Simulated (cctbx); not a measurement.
## NdCrSb: solution and refinement

Cell a = 3.9130 Å, b = 3.9130 Å, c = 8.8790 Å, α = 90.00°, β = 90.00°, γ = 90.00°; space group P4/nmm (no. 129, origin choice 1); content Nd2 Sb2 Cr2.

The data are simulated with cctbx, not measured: Ag Kα, λ = 0.56087 Å, to d = 0.84 Å, 70 % of the full sphere, strongest reflection 5000 counts, noise from counting, a 6 % proportional error and a noise floor of 2 counts (s.d.); no absorption, and some extinction, which the refinements don't model.

Charge flipping in P1 on plain amplitudes to 0.84 Å, δ = 0.9 σ, 20 % of the reflections treated as weak, 200 cycles:

```text
cycle      R  skewness
    0  0.658     0.47
   16  0.423     3.79
   32  0.312     5.00
   48  0.294     5.05
   64  0.289     5.08
   80  0.317     4.99
   96  0.304     4.91
  112  0.303     5.00
  128  0.305     5.06
  144  0.312     4.76
  160  0.292     4.95
  176  0.298     4.81
  192  0.273     4.93
origin shift          correlation  skewness
 0.045  0.590  0.183      0.934      6.84
 0.045  0.091  0.182      0.919      3.67
 0.046  0.120  0.469      0.907      5.46
 0.052  0.625  0.473      0.873      2.91
taken: symmetry correlation 0.934, skewness 6.84
peak      x       y       z  mult  height/sigma
Q1    0.0000  0.5000  0.7782    2     15.6
Q2    0.0000  0.0000  0.5000    2     11.9
Q3    0.0000  0.5000  0.1252    2      5.6
Q4    0.0000  0.1771  0.2820    8      1.1
Q5    0.0000  0.5000  0.2661    2      1.0
Q6    0.0000  0.1546  0.1652    8      1.0
Q7    0.0000  0.0000  0.3630    4      1.0
Q8    0.2500  0.2500  0.5000    4      0.8
```

The origin is taken among those within 0.04 of the best correlation, by the skewness of the map.

Run time: 0.43 s on 1 thread of AMD EPYC 7R13 Processor (Zen 3), with other jobs on the host, peak memory 0.07 GiB.

Q: Assign the peaks.

Heights go roughly as Z and multiplicities must add up to the content. First model: Q1 = Nd1 (2 in the cell, height 15.6), Q2 = Sb1 (2 in the cell, height 11.9) and Q3 = Cr1 (2 in the cell, height 5.6). Against the true structure, Q1 is Nd, Q2 is Sb and Q3 is Cr; the other peaks are not atoms.

Least squares on F², isotropic:

```text
Rint 0.052, 99 unique reflections to 0.85 A
cycle     R1     wR2    GooF  max shift (A)
   1  0.0772  0.2387   6.461   0.01292
   2  0.0188  0.0385   1.043   0.00001
final R1 0.0188 wR2 0.0385 GooF 1.043  parameters 5  data/parameter 19.8
atom        x        y        z      Ueq    occ   su(xyz)  su(Uiso or U11)
Nd1    0.00000  0.50000  0.77763   0.0113  1.000  0.00007  0.0003
Sb1    0.00000  0.00000  0.50000   0.0206  1.000  0.00000  0.0003
Cr1    0.00000  0.50000  0.12666   0.0182  1.000  0.00023  0.0005
difference map: max 0.57 min -1.61 rms 0.26
Q1    0.1936  0.3064  0.2992    8    0.61  1.83 A from Nd1
Q2    0.1479  0.3521  0.4537    8    0.47  1.55 A from Sb1
Q3    0.0000  0.2560  0.2733    8    0.44  1.61 A from Cr1
Q4    0.1636  0.1690  0.1523   16    0.42  1.46 A from Cr1
Q5    0.0000  0.2571  0.9853    8    0.41  1.57 A from Cr1
```

Anisotropic refinement:

```text
Rint 0.052, 99 unique reflections to 0.85 A
cycle     R1     wR2    GooF  max shift (A)
   1  0.0188  0.0385   1.060   0.00095
   2  0.0172  0.0364   1.002   0.00000
final R1 0.0172 wR2 0.0364 GooF 1.002  parameters 8  data/parameter 12.4
atom        x        y        z      Ueq    occ   su(xyz)  su(Uiso or U11)
Nd1    0.00000  0.50000  0.77767   0.0113  1.000  0.00007  0.0003
Sb1    0.00000  0.00000  0.50000   0.0205  1.000  0.00000  0.0004
Cr1    0.00000  0.50000  0.12655   0.0183  1.000  0.00022  0.0007
difference map: max 0.57 min -1.57 rms 0.25
Q1    0.1750  0.3250  0.2889    8    0.57  1.74 A from Cr1
Q2    0.0000  0.5000  0.5992    2    0.47  1.58 A from Nd1
Q3    0.1678  0.1641  0.1511   16    0.44  1.49 A from Cr1
Q4    0.2202  0.2798  0.4270    8    0.43  1.54 A from Sb1
Q5    0.0000  0.2526  0.2664    8    0.41  1.57 A from Cr1
Q6    0.0000  0.3000  0.4667    8    0.40  1.21 A from Sb1
```

**Reading.** The refinement ends at R1 = 0.0172, wR2 = 0.0364, GooF = 1.00, with difference density between -1.57 and 0.57 e/Å³. Every site matches the true model in element, within 0.001 Å r.m.s., up to an allowed shift of origin.

True model:

| atom | mult. | x | y | z | Ueq (Å²) |
| --- | --- | --- | --- | --- | --- |
| Nd1 | 2 | 1/2 | 0 | 0.2777 | 0.0119 |
| Sb1 | 2 | 1/2 | 1/2 | 0 | 0.0209 |
| Cr1 | 2 | 1/2 | 0 | 0.6263 | 0.0188 |

The model was made for the exercise: a known structure type with other elements put in, its volume estimated, not relaxed; displacement parameters are assumed.

[Middle refinement cycles are left out of these outputs.]

[Logs are printed without paths, hosts, clocks, repeated set-up lines and the standing remarks that a program may print on its own settings, such as how far it seeks lower states.]
